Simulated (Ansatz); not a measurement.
**How strongly the parts of twisted Zr2CO2 MXene bilayer, 21.79° (70 atoms) bind**

Aim: the interaction energy between the two parts of twisted Zr2CO2 MXene bilayer, 21.79° (70 atoms) and its distance dependence.

Calculated with Ansatz 0.2.0; Kohn-Sham DFT, LDA, PAW (set soft_2), plane waves.

## (1) Starting point

The cell holds 70 atoms: 14 C, 28 Zr and 28 O. Its edges and angles: a = 8.757 Å, b = 8.757 Å, c = 28.110 Å, α = 90.0°, β = 90.0°, γ = 120.0°. It derives from Zr2CO2 (Zr2CO2 MXene). Zr2CO2 MXene (a = 3.31 Å) under Zr2CO2 MXene (a = 3.31 Å), bilayer, commensurate cell of 7 unit cells a layer, twist 21.79 deg; facing planes 2.91 Å apart; 16 Å of vacuum; layers as built, displaced by a Gaussian of 0.01 Å. Regions: layer 1, 35 atoms (7 C, 14 Zr and 14 O); layer 2, 35 atoms (7 C, 14 Zr and 14 O). Vacuum lies along c.

## (2) Single point at the start

The forces at the start show how far the geometry lies from a minimum of this functional.

input.yaml

```yaml
crystal:
  lattice:
    - [8.7574, 0.0, 0.0]
    - [-4.3787, 7.58413, 0.0]
    - [0.0, 0.0, 28.11]
  atoms:
    - { symbol: C, position: [0.00058, 0.99973, 0.36604] }
    - { symbol: Zr, position: [0.18937, 0.2383, 0.41504] }
    - { symbol: Zr, position: [0.24002, 0.04592, 0.31734] }
    - { symbol: O, position: [0.23888, 0.04798, 0.44757] }
    - { symbol: O, position: [0.19183, 0.23971, 0.28417] }
    - { symbol: C, position: [0.14125, 0.42821, 0.3662] }
    - { symbol: Zr, position: [0.33347, 0.66717, 0.41481] }
    - { symbol: Zr, position: [0.38013, 0.47502, 0.31751] }
    - { symbol: O, position: [0.38352, 0.47668, 0.44787] }
    - { symbol: O, position: [0.33265, 0.66578, 0.28461] }
    - { symbol: C, position: [0.2827, 0.85573, 0.36726] }
    - { symbol: Zr, position: [0.47498, 0.0957, 0.41589] }
    - { symbol: Zr, position: [0.52275, 0.90351, 0.31786] }
    - { symbol: O, position: [0.52374, 0.90501, 0.44757] }
    - { symbol: O, position: [0.47485, 0.09439, 0.28392] }
    - { symbol: C, position: [0.42608, 0.28384, 0.3661] }
    - { symbol: Zr, position: [0.61928, 0.52378, 0.41513] }
    - { symbol: Zr, position: [0.66602, 0.33226, 0.31759] }
    - { symbol: O, position: [0.66417, 0.33164, 0.4487] }
    - { symbol: O, position: [0.61988, 0.52517, 0.28414] }
    - { symbol: C, position: [0.57386, 0.71632, 0.36661] }
    - { symbol: Zr, position: [0.76171, 0.95426, 0.41508] }
    - { symbol: Zr, position: [0.81001, 0.76272, 0.31746] }
    - { symbol: O, position: [0.80917, 0.76093, 0.44826] }
    - { symbol: O, position: [0.76061, 0.95125, 0.28527] }
    - { symbol: C, position: [0.7135, 0.14236, 0.36677] }
    - { symbol: Zr, position: [0.90399, 0.38004, 0.41483] }
    - { symbol: Zr, position: [0.95388, 0.18841, 0.31839] }
    - { symbol: O, position: [0.95306, 0.18976, 0.44785] }
    - { symbol: O, position: [0.90454, 0.37958, 0.28467] }
    - { symbol: C, position: [0.85797, 0.57198, 0.36627] }
    - { symbol: Zr, position: [0.04831, 0.8106, 0.41578] }
    - { symbol: Zr, position: [0.09074, 0.61765, 0.31712] }
    - { symbol: O, position: [0.09412, 0.61666, 0.44762] }
    - { symbol: O, position: [0.04581, 0.81047, 0.28486] }
    - { symbol: C, position: [0.14237, 0.71288, 0.63326] }
    - { symbol: Zr, position: [0.38049, 0.90301, 0.68186] }
    - { symbol: Zr, position: [0.33408, 0.66722, 0.58495] }
    - { symbol: O, position: [0.33558, 0.6666, 0.71506] }
    - { symbol: O, position: [0.38229, 0.90455, 0.5516] }
    - { symbol: C, position: [0.00153, 0.00033, 0.63365] }
    - { symbol: Zr, position: [0.237, 0.18874, 0.68317] }
    - { symbol: Zr, position: [0.18853, 0.94974, 0.5851] }
    - { symbol: O, position: [0.18847, 0.95221, 0.71564] }
    - { symbol: O, position: [0.23717, 0.18952, 0.55208] }
    - { symbol: C, position: [0.28532, 0.42954, 0.63399] }
    - { symbol: Zr, position: [0.52533, 0.61737, 0.68224] }
    - { symbol: Zr, position: [0.47508, 0.38279, 0.58508] }
    - { symbol: O, position: [0.47613, 0.3804, 0.71468] }
    - { symbol: O, position: [0.52587, 0.62055, 0.55251] }
    - { symbol: C, position: [0.57095, 0.85671, 0.63341] }
    - { symbol: Zr, position: [0.81064, 0.04585, 0.68228] }
    - { symbol: Zr, position: [0.76087, 0.81011, 0.58477] }
    - { symbol: O, position: [0.76405, 0.81116, 0.71534] }
    - { symbol: O, position: [0.80803, 0.04682, 0.55165] }
    - { symbol: C, position: [0.4284, 0.14158, 0.63391] }
    - { symbol: Zr, position: [0.66516, 0.3311, 0.68208] }
    - { symbol: Zr, position: [0.61763, 0.09538, 0.58501] }
    - { symbol: O, position: [0.61966, 0.09555, 0.71564] }
    - { symbol: O, position: [0.66633, 0.33217, 0.5516] }
    - { symbol: C, position: [0.71319, 0.57109, 0.63364] }
    - { symbol: Zr, position: [0.95347, 0.76522, 0.68244] }
    - { symbol: Zr, position: [0.90606, 0.52466, 0.58539] }
    - { symbol: O, position: [0.90666, 0.52544, 0.71486] }
    - { symbol: O, position: [0.94957, 0.76139, 0.55166] }
    - { symbol: C, position: [0.85583, 0.28417, 0.63329] }
    - { symbol: Zr, position: [0.09546, 0.47593, 0.68215] }
    - { symbol: Zr, position: [0.04608, 0.23714, 0.58468] }
    - { symbol: O, position: [0.04655, 0.23803, 0.71523] }
    - { symbol: O, position: [0.09544, 0.4756, 0.55133] }
kpoints:
  mp_grid: { grid: [3, 3, 1] }
hamiltonian:
  xc: lda
scf:
  occupations: { method: fixed }
output:
  forces: true
```

The run is started by

```
ansatz run input.yaml --threads 8 --pin off --max-ram 15872MiB --backend cpu --events-out ev --progress --plain --runs-dir out
```

Numbers of over 12 decimals in the logs are rounded to 6 here.

Log:

```text
Engine: ansatz 0.2.0, aarch64-unknown-linux-gnu
Pseudopotentials: kind: paw
Pseudopotential: C, paw, valence charge 4, recommended cutoff 420 eV (normal), C.paw.azcp
Pseudopotential: Zr, paw, valence charge 12, recommended cutoff 420 eV (normal), Zr.paw.azcp
Pseudopotential: O, paw, valence charge 6, recommended cutoff 420 eV (normal), O.paw.azcp
[... 3 lines on functional and potentials left out ...]
Crystal: 70 atoms, lattice volume = 1866.989 Å³
Basis set: ecut = 420 eV, 36555 PW (Γ)
Bands: 350, of which v1, the nominal top of the filled ones, is band 280 counted from 1 (279 counted from 0)
Symmetry: 1 space group operations
Space group: P1 (ITA 1), of the structure as read, at distance tolerance 1.2e-4 Å
k-points: 5 of 9 (time reversal used)
[... 10 lines on functional and potentials left out ...]
Initial density: superposition of atomic densities (neutral atoms: chi_scale 0, normalization atom), corrected by the library's trained network
Initial wavefunctions: pseudopotential atomic-orbital guess
Functional: x = slater, c = lda
SCF iter   1: F=—  HF=-133205.402395 eV  |F-HF|=—  |Δ(HF+E_count)|=         —  Δρ=1.07e-2  dr2=2.21e0  ethr=1.77e-3  ⟨swp⟩=5.0  Hψ=6432  notcnv=0  defer=318
preconditioner: auto → Resta (q_TF=auto, 2.232 Å⁻¹)  ε∞=3.9  [insulator: Δε(μ)=1.045 eV  Ē_g=9.263 eV  n_scr=336 (ndim 8)  ℏωp=15.8 eV  f_vac=0.491  ε∞_Penn≈3.9  vacuum switching on, ρ_ref=6.2e-3 e/Å³]
SCF iter   2: F=—  HF=-133205.108395 eV  |F-HF|=—  |Δ(HF+E_count)|=   2.94e-1  Δρ=6.26e-3  dr2=6.64e-1  ethr=3.94e-4  ⟨swp⟩=2.0  Hψ=2740  notcnv=0  defer=320
SCF iter   3: F=—  HF=-133204.989350 eV  |F-HF|=—  |Δ(HF+E_count)|=   1.19e-1  Δρ=1.88e-3  dr2=3.80e-2  ethr=1.19e-4  ⟨swp⟩=2.0  Hψ=2298  notcnv=0  defer=331
SCF iter   4: F=—  HF=-133204.986605 eV  |F-HF|=—  |Δ(HF+E_count)|=   2.74e-3  Δρ=6.68e-4  dr2=1.50e-2  ethr=6.79e-6  ⟨swp⟩=3.6  Hψ=2997  notcnv=0  defer=340
SCF iter   5: F=—  HF=-133204.984666 eV  |F-HF|=—  |Δ(HF+E_count)|=   1.94e-3  Δρ=1.63e-4  dr2=7.30e-4  ethr=2.68e-6  ⟨swp⟩=2.0  Hψ=2120  notcnv=0  defer=340
SCF iter   6: F=—  HF=-133204.984667 eV  |F-HF|=—  |Δ(HF+E_count)|=   7.84e-7  Δρ=7.31e-5  dr2=1.31e-4  ethr=1.30e-7  ⟨swp⟩=2.2  Hψ=2145  notcnv=0  defer=324
SCF iter   7: F=—  HF=-133204.984688 eV  |F-HF|=—  |Δ(HF+E_count)|=   2.07e-5  Δρ=3.61e-5  dr2=2.97e-5  ethr=2.33e-8  ⟨swp⟩=2.6  Hψ=2189  notcnv=0  defer=310
SCF iter   8: F=—  HF=-133204.987145 eV  |F-HF|=—  |Δ(HF+E_count)|=   2.46e-3  Δρ=2.09e-5  dr2=1.17e-5  ethr=5.30e-9  ⟨swp⟩=2.6  Hψ=2593  notcnv=0  defer=310
SCF iter   9: F=—  HF=-133204.987143 eV  |F-HF|=—  |Δ(HF+E_count)|=   2.02e-6  Δρ=6.36e-6  dr2=1.34e-6  ethr=2.09e-9  ⟨swp⟩=2.2  Hψ=2223  notcnv=0  defer=310
SCF iter  10: F=—  HF=-133204.987143 eV  |F-HF|=—  |Δ(HF+E_count)|=   2.50e-7  Δρ=4.10e-6  dr2=4.84e-7  ethr=2.40e-10  ⟨swp⟩=3.0  Hψ=2743  notcnv=0  defer=310
SCF iter  11: F=—  HF=-133204.987143 eV  |F-HF|=—  |Δ(HF+E_count)|=   4.39e-8  Δρ=3.28e-6  dr2=2.44e-7  ethr=8.64e-11  ⟨swp⟩=2.0  Hψ=2274  notcnv=0  defer=310
SCF iter  12: F=-133204.987143 eV  HF=-133204.987143 eV  |F-HF|=3.00e-9  |Δ(HF+E_count)|=   4.08e-8  Δρ=6.88e-7  dr2=1.03e-8  ethr=1.79e-11  ⟨swp⟩=3.0  Hψ=5965  notcnv=0
SCF 1 converged in 12 iterations: F = -133204.987143 eV  dr2 = 1.03e-8
  greatest PAW one-centre occupation: 0.997 electrons in one spin orbital (limit 2), on the Zr atom at site 61 (counted from 0), in its partial waves of l = 0
SCF converged after 12 iterations
Free energy (F): -133204.987143 eV
Harris-Foulkes:  -133204.987143 eV  (|F-HF|=3.00e-9)
Internal energy: -133204.987143 eV  (E = F + TS)
E sigma→0 (E₀):  -133204.987143 eV
Fermi energy:    2.804711 eV
--- Per-component energies (eV) ---
  E_band       = -7713.521990
  E_kinetic    = 15474.532750
  E_local      = -519166.407182  (includes V_loc(G=0)·N_el)
  E_nonlocal   = 4042.995847
  E_hartree    = 252087.148941
  E_xc         = -7223.212587
  E_vxc        = -8818.958025  (∫ρ·V_xc dr)
  E_paw        = -85138.659364  (= ΣΔE_a)
  E_vpaw       = -3420.054432  (= ΣTr[D̂ρ^β])
  E_aug_tail   = 0.070509  (compensation charges beyond the density's cutoff)
  E_ewald      = 206704.579261
  E_core_change = 13.964682  (= ΣΔE_core)
  E_smearing   = -0.000000  (= −TS)
  E_closure    = -0.000000  (closes the sum)
  Σ components = -133204.987143   (vs F -133204.987143, Δ=0.00e0)
--- Forces (eV/Å), atoms counted from 1 ---
  atom   1  C     -0.06438249     0.09126199     0.17766050
  atom   2  Zr     0.19977345     0.11083524     0.59273356
  atom   3  Zr    -0.33260714     0.27398612    -0.53168396
  atom   4  O     -0.17335322    -0.01659235    -0.36295805
  atom   5  O     -0.02237250    -0.15253035     0.86439464
  atom   6  C      0.14238101    -0.06197892     0.09570063
  atom   7  Zr    -0.03428284    -0.09769404     0.67082171
  atom   8  Zr     0.02675262     0.08831430    -0.81557351
  atom   9  O     -0.21713817    -0.07064352    -0.66167517
  atom  10  O     -0.05244082     0.07269463     0.80836698
  atom  11  C      0.19296567     0.10756600    -0.37763227
  atom  12  Zr     0.18086023    -0.00206915     0.42676607
  atom  13  Zr     0.07323815    -0.07199041    -0.71960789
  atom  14  O      0.00734485    -0.01641443    -0.48728742
[...]
atom  69  O      0.10760519    -0.04925739    -0.65538791
  atom  70  O     -0.01394504     0.01571766     0.89693137
  max |Σ_I F_I| component: 2.51e-4 eV/Å
```

It took 1.7 min on 8 threads of Arm Neoverse V1, shared host; peak memory 11 GiB; 13 min of CPU time.

The column dr2 measures how far the density is from self-consistency, as an energy; F and HF (Harris–Foulkes) agree once it is small.

The r.m.s. force at the start is 0.40 eV/Å.

## (3) Relaxation

With the cell held, the atoms are moved downhill towards a nearby minimum.

input.yaml

```yaml
crystal:
  lattice:
    - [8.7574, 0.0, 0.0]
    - [-4.3787, 7.58413, 0.0]
    - [0.0, 0.0, 28.11]
  atoms:
    [... the 70 atom lines of step 2 ...]
kpoints:
  mp_grid: { grid: [3, 3, 1] }
hamiltonian:
  xc: lda
scf:
  occupations: { method: fixed }
output:
  forces: true
relax:
  f_tol: 0.05
  max_steps: 120
```

Log:

```text
[...]
Crystal: 70 atoms, lattice volume = 1866.989 Å³
Basis set: ecut = 420 eV, 36555 PW (Γ)
Bands: 350, of which v1, the nominal top of the filled ones, is band 280 counted from 1 (279 counted from 0)
Symmetry: 1 space group operations
[...]
k-points: 5 of 9 (time reversal used)
[...]
SCF iter   1: F=—  HF=-133205.402394 eV  |F-HF|=—  |Δ(HF+E_count)|=         —  Δρ=1.07e-2  dr2=2.21e0  ethr=1.77e-3  ⟨swp⟩=5.0  Hψ=6432  notcnv=0  defer=318
[...]
SCF iter   6: F=—  HF=-133204.987138 eV  |F-HF|=—  |Δ(HF+E_count)|=   1.58e-5  Δρ=7.31e-5  dr2=1.33e-4  ethr=1.27e-7  ⟨swp⟩=2.2  Hψ=2187  notcnv=0  defer=340
SCF iter   7: F=-133204.987126 eV  HF=-133204.987149 eV  |F-HF|=2.28e-5  |Δ(HF+E_count)|=   1.14e-5  Δρ=3.56e-5  dr2=2.91e-5  ethr=1.12e-8  ⟨swp⟩=3.0  Hψ=6200  notcnv=0
SCF 1 converged in 7 iterations: F = -133204.987126 eV  dr2 = 2.91e-5
[...]
relax step   1: F+E_penalty+E_count = -133204.98712628 eV  Δ(F+E_penalty+E_count) = +0.000e0 eV  max|allowed force component| = 1.049e0 eV/Å  Δτ_max = 0.0000 Å  (7 SCF iters, dr2 threshold 6.25e-5 eV, accepted)
[...]
relax step   2: F+E_penalty+E_count = -133205.45487815 eV  Δ(F+E_penalty+E_count) = -4.678e-1 eV  max|allowed force component| = 6.077e-1 eV/Å  Δτ_max = 0.1946 Å  (8 SCF iters, dr2 threshold 6.87e-5 eV, accepted)
[...]
relax step   3: F+E_penalty+E_count = -133205.73557126 eV  Δ(F+E_penalty+E_count) = -2.807e-1 eV  max|allowed force component| = 6.796e-2 eV/Å  Δτ_max = 0.0778 Å  (8 SCF iters, dr2 threshold 2.31e-5 eV, accepted)
[...]
relax step   4: F+E_penalty+E_count = -133205.74172163 eV  Δ(F+E_penalty+E_count) = -6.150e-3 eV  max|allowed force component| = 2.103e-2 eV/Å  Δτ_max = 0.0241 Å  (9 SCF iters, accepted)
SCF converged after 9 iterations
Free energy (F): -133205.741722 eV
[...]
Internal energy: -133205.741722 eV  (E = F + TS)
E sigma→0 (E₀):  -133205.741722 eV
Fermi energy:    3.060824 eV
[...]
Σ components = -133205.741722   (vs F -133205.741722, Δ=0.00e0)
--- Forces (eV/Å), atoms counted from 1 ---
  atom   1  C     -0.00055070    -0.00035374    -0.02103790
  atom   2  Zr     0.00137385    -0.00048819     0.00764770
  atom   3  Zr     0.01422536    -0.00184456     0.00310936
  atom   4  O     -0.01535633     0.00352279     0.00329724
[...]
atom  70  O      0.00654875     0.01394718     0.00103874
  max |Σ_I F_I| component: 5.33e-4 eV/Å
--- Relaxed structure (4 steps of the walk, 4 accepted, 0 SCFs on fresh bases) ---
  F+E_penalty+E_count = -133205.74172163 eV   max|allowed force component| = 2.103e-2 eV/Å
  atoms:
    - { symbol: C, position: [-0.00080819, 0.999663, 0.371395] }
    - { symbol: Zr, position: [0.190089, 0.237543, 0.420343] }
    - { symbol: Zr, position: [0.237128, 0.047250, 0.322463] }
    - { symbol: O, position: [0.237454, 0.045854, 0.451248] }
[...]
- { symbol: O, position: [0.095507, 0.475446, 0.548906] }
```

The job ended after 4.7 min (8 threads; peak memory 9.7 GiB).

The program notes that it cut back its work space to fit the memory limit.

The relaxation converged after 4 steps, 0.755 eV below its start, with a largest force component of 0.021 eV/Å.

(Part 1 of 3 ends here.)

[Logs are printed without paths, hosts, clocks, repeated set-up lines and the standing remarks that a program may print on its own settings, such as how far it seeks lower states.]

[Hosts, paths, dates, database ids (printed as entryN), source tags and the programs' standing remarks are cut or masked in the printed files.]
